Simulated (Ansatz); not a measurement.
# What ScB3 (built on the sites of a database entry of ScGa3) distorts into, part 2 of 2

Which phase does ScB3 (built on the sites of a database entry of ScGa3) fall into along its unstable mode, and how much energy does it gain?

Ansatz 0.2.0; DFT LDA, scalar-relativistic, plane waves, norm-conserving pseudopotentials.

So far. Step 4 (The mode frozen in, largest atomic shift 0.45 Å): The run ends at a pressure of 31.85 GPa, with forces up to 2.4 eV/Å. Step 5 (Energy along the mode, all amplitudes (two of the runs …): The lowest of the steps tried is at 0.45 Å, 326 meV/atom below the parent; the bottom of the well need not coincide with a step.

The structure was built from a prototype and need not be the compound's stable phase.

### 6. Relaxing from the distorted cell (continued)

ELF in the ac plane of a cell with a along [110], b along [-110] and c along [001] of the cube at fractional y = 0.000, with atoms of Sc and B within 0.2 Å of it. It is the smooth field of the valence electrons, not physical close to the nuclei.

Values, 10 rows by 16 columns, each cell a mean:
```
0.09 0.17 0.24 0.17 0.16 0.22 0.20 0.10 0.09 0.17 0.24 0.17 0.16 0.22 0.20 0.10
0.59 0.37 0.18 0.58 0.64 0.26 0.27 0.56 0.59 0.37 0.18 0.58 0.64 0.26 0.27 0.56
0.38 0.55 0.31 0.67 0.56 0.47 0.43 0.48 0.38 0.55 0.31 0.67 0.56 0.47 0.43 0.48
0.28 0.63 0.31 0.42 0.49 0.27 0.58 0.41 0.28 0.63 0.31 0.42 0.49 0.27 0.58 0.41
0.46 0.67 0.65 0.30 0.23 0.58 0.70 0.52 0.46 0.67 0.65 0.30 0.23 0.58 0.70 0.52
0.48 0.67 0.58 0.24 0.19 0.49 0.69 0.54 0.48 0.67 0.58 0.24 0.19 0.49 0.69 0.54
0.20 0.59 0.27 0.57 0.63 0.29 0.53 0.35 0.20 0.59 0.27 0.57 0.63 0.29 0.53 0.35
0.52 0.53 0.30 0.67 0.55 0.47 0.40 0.58 0.52 0.53 0.30 0.67 0.55 0.47 0.40 0.58
0.46 0.30 0.15 0.44 0.50 0.19 0.23 0.43 0.46 0.30 0.15 0.44 0.50 0.19 0.23 0.43
0.05 0.16 0.28 0.20 0.18 0.27 0.21 0.07 0.05 0.16 0.28 0.20 0.18 0.27 0.21 0.07
```
Columns run along a (9.6 Å), rows up along c (6.8 Å), edges of the conventional cell, whose origin can differ from the input's. Atoms in or near the plane, at fractional coordinates: Sc at (0.25, 0.75), Sc at (0.75, 0.75), Sc at (0.25, 0.25), Sc at (0.75, 0.25), B at (0.00, 0.68), B at (0.50, 0.68), B at (0.00, 0.32), B at (0.50, 0.32).

The distorted start has space group Fm-3m; the relaxation ends in Fm-3m.

### 7. The new phase in its own primitive cell

The relaxed structure is symmetrised, reduced to its primitive cell and relaxed tightly, as its phonons need.

The input, input.yaml:

```yaml
crystal:
  lattice:
    - [0.0, 3.4013888438, 3.4013888438]
    - [3.4013888438, 0.0, 3.4013888438]
    - [3.4013888438, 3.4013888438, 0.0]
  atoms:
    - { symbol: Sc, position: [0.75, 0.75, 0.75] }
    - { symbol: Sc, position: [0.25, 0.25, 0.25] }
    - { symbol: B, position: [0.6841538421, 0.3158461579, 0.3158461579] }
    - { symbol: B, position: [0.3158461579, 0.6841538421, 0.6841538421] }
    - { symbol: B, position: [0.3158461579, 0.6841538421, 0.3158461579] }
    - { symbol: B, position: [0.6841538421, 0.3158461579, 0.6841538421] }
    - { symbol: B, position: [0.6841538421, 0.6841538421, 0.3158461579] }
    - { symbol: B, position: [0.3158461579, 0.3158461579, 0.6841538421] }
kpoints:
  mp_grid: { grid: [8, 8, 8] }
hamiltonian:
  xc: lda
  pseudopotentials: { kind: nc }
scf:
  occupations: { method: methfessel_paxton, width: 0.15 }
output:
  forces: true
  stress: true
  eigenvalues: true
relax:
  adjacent_minimum: "off"
  f_tol: 0.001
  max_steps: 60
  cell: { stress_tol: 0.01 }
```

Started as:

```
$ ansatz run input.yaml --threads 4 --pin off --max-ram 7168MiB --backend cpu --events-out ev --progress --plain --runs-dir out
```

Elapsed: 18 s, on 4 threads of Arm Neoverse V1, shared host; peak memory 0.59 GiB; 69 s of CPU time.

Little changed from the start: no atom moved by 0.005 Å and no cell edge by 0.1 %.

Numbers from this step:

- pressure: 0.001445 GPa
- volume per atom: 9.849 Å³

The largest force component left is 0.034 meV/Å and the pressure is 0.001 GPa, within the tolerances set. The cell now holds 9.85 Å³/atom.

### 8. Modes of the new phase, k-mesh 8×8×8

A relaxed structure may still be a saddle point, so its zone-centre modes are computed. No field response is asked, since the mesh shows no gap.

The input, input.yaml:

```yaml
crystal:
  lattice:
    - [0.0, 3.402594259, 3.402594259]
    - [3.402594259, 0.0, 3.402594259]
    - [3.402594259, 3.402594259, 0.0]
  atoms:
    - { symbol: Sc, position: [0.75, 0.75, 0.75] }
    - { symbol: Sc, position: [0.25, 0.25, 0.25] }
    - { symbol: B, position: [0.6840228474, 0.3159771526, 0.3159771526] }
    - { symbol: B, position: [0.3159771526, 0.6840228474, 0.6840228474] }
    - { symbol: B, position: [0.3159771526, 0.6840228474, 0.3159771526] }
    - { symbol: B, position: [0.6840228474, 0.3159771526, 0.6840228474] }
    - { symbol: B, position: [0.6840228474, 0.6840228474, 0.3159771526] }
    - { symbol: B, position: [0.3159771526, 0.3159771526, 0.6840228474] }
kpoints:
  mp_grid: { grid: [8, 8, 8] }
hamiltonian:
  xc: lda
  pseudopotentials: { kind: nc }
scf:
  occupations: { method: methfessel_paxton, width: 0.15 }
output:
  eigenvalues: true
phonons:
  method: dfpt
```

Wall time 2.4 min (4 threads); peak memory 3.4 GiB.

Numbers from this step:

| Property | Result |
| --- | --- |
| sum-rule residual before enforcement | 1.75e-5 eV/Å² |
| highest optical mode at the zone centre (no LO-TO term) | 883.0 cm⁻¹ |
| lowest optical zone-centre mode | 273.3 cm⁻¹ |

Patterns of degenerate modes are one choice out of their space. Modes at Γ, with each element's share of the kinetic energy:

| mode | frequency (cm⁻¹) | symmetry | Sc % | B % |
| --- | --- | --- | --- | --- |
| 1 | 0.0 | acoustic | 58 | 42 |
| 2 | 0.0 | acoustic | 58 | 42 |
| 3 | 0.0 | acoustic | 58 | 42 |
| 4 | 273.3 | T2g | 97 | 3 |
| 5 | 273.3 | T2g | 97 | 3 |
| 6 | 273.3 | T2g | 97 | 3 |
| 7 | 424.7 | T1u | 39 | 61 |
| 8 | 424.7 | T1u | 39 | 61 |
| 9 | 424.7 | T1u | 39 | 61 |
| 10 | 440.3 | T1g | 0 | 100 |
| 11 | 440.3 | T1g | 0 | 100 |
| 12 | 440.3 | T1g | 0 | 100 |
| 13 | 453.2 | Eg | 0 | 100 |
| 14 | 453.2 | Eg | 0 | 100 |
| 15 | 475.1 | T2u | 0 | 100 |
| 16 | 475.1 | T2u | 0 | 100 |
| 17 | 475.1 | T2u | 0 | 100 |
| 18 | 672.9 | T2g | 3 | 97 |
| 19 | 672.9 | T2g | 3 | 97 |
| 20 | 672.9 | T2g | 3 | 97 |
| 21 | 684.2 | T1u | 3 | 97 |
| 22 | 684.2 | T1u | 3 | 97 |
| 23 | 684.2 | T1u | 3 | 97 |
| 24 | 883.0 | A1g | 0 | 100 |

Displacements in mode 6 (273.3 cm⁻¹), the largest set to 1:
```
Sc1  1.00 -0.02 -0.04
Sc2 -1.00  0.02  0.04
B3   0.00  0.01  0.00
B4   0.00 -0.01  0.00
B5   0.01  0.00 -0.26
B6  -0.01  0.00  0.26
B7   0.00  0.26  0.00
B8   0.00 -0.26  0.00
```

Displacements in mode 15 (475.1 cm⁻¹), the largest set to 1:
```
Sc1  0.00  0.00  0.00
Sc2  0.00  0.00  0.00
B3   0.00  0.56  1.00
B4   0.00  0.56  1.00
B5   0.87  0.00 -1.00
B6   0.87  0.00 -1.00
B7  -0.87 -0.56  0.00
B8  -0.87 -0.56  0.00
```

Before it was imposed, the acoustic sum rule was missed by 1.8e-5 eV/Å². Small misses are needed for a sound result but don't prove that mesh and cutoff are converged. The lowest optical mode is real, 273 cm⁻¹.

### 9. Outcome

```
unstable mode of the parent                                                      : q = (-0.5, -0.5, -0.5), 529i cm⁻¹
depth at the lowest point sampled                                                : 326 meV/atom
largest atomic shift at that point                                               : 0.45 Å
space group reached (within 0.01 Å)                                              : Fm-3m
energy gained over the parent (first relaxation, on the mesh of the frozen mode) : 446 meV/atom
volume per atom, phase reached                                                   : 9.85 Å³
lowest optical zone-centre mode, phase reached                                   : 273 cm⁻¹
highest optical mode at the zone centre (no LO-TO term), phase reached           : 883 cm⁻¹
```

What this shows: Along this mode the structure falls into Fm-3m, 446 meV/atom below the parent. At the parent's cell the well is 326.4 meV/atom deep on the steps tried, with its lowest point at a shift of 0.45 Å. Relaxing atoms and cell changes the gain by +119.66 meV/atom against the lowest step (energies at zero smearing). The new phase has no imaginary mode at the zone centre of its cell; other wavevectors were not checked. Of the 2 patterns followed to their end from this parent, this one reaches the lowest energy. Each path keeps the symmetry of its pattern, so a lower phase may lie along a pattern not tried. With no gap, or one that is small against the smearing, the frequencies hang on the k mesh and the smearing, most of all near Kohn anomalies. The starting cell was built on a prototype and not taken from a measurement, so the phase need not exist.

[Logs are printed without paths, hosts, clocks, repeated set-up lines and the standing remarks that a program may print on its own settings, such as how far it seeks lower states.]

[Hosts, paths, dates, database ids (printed as entryN), source tags and the programs' standing remarks are cut or masked in the printed files.]
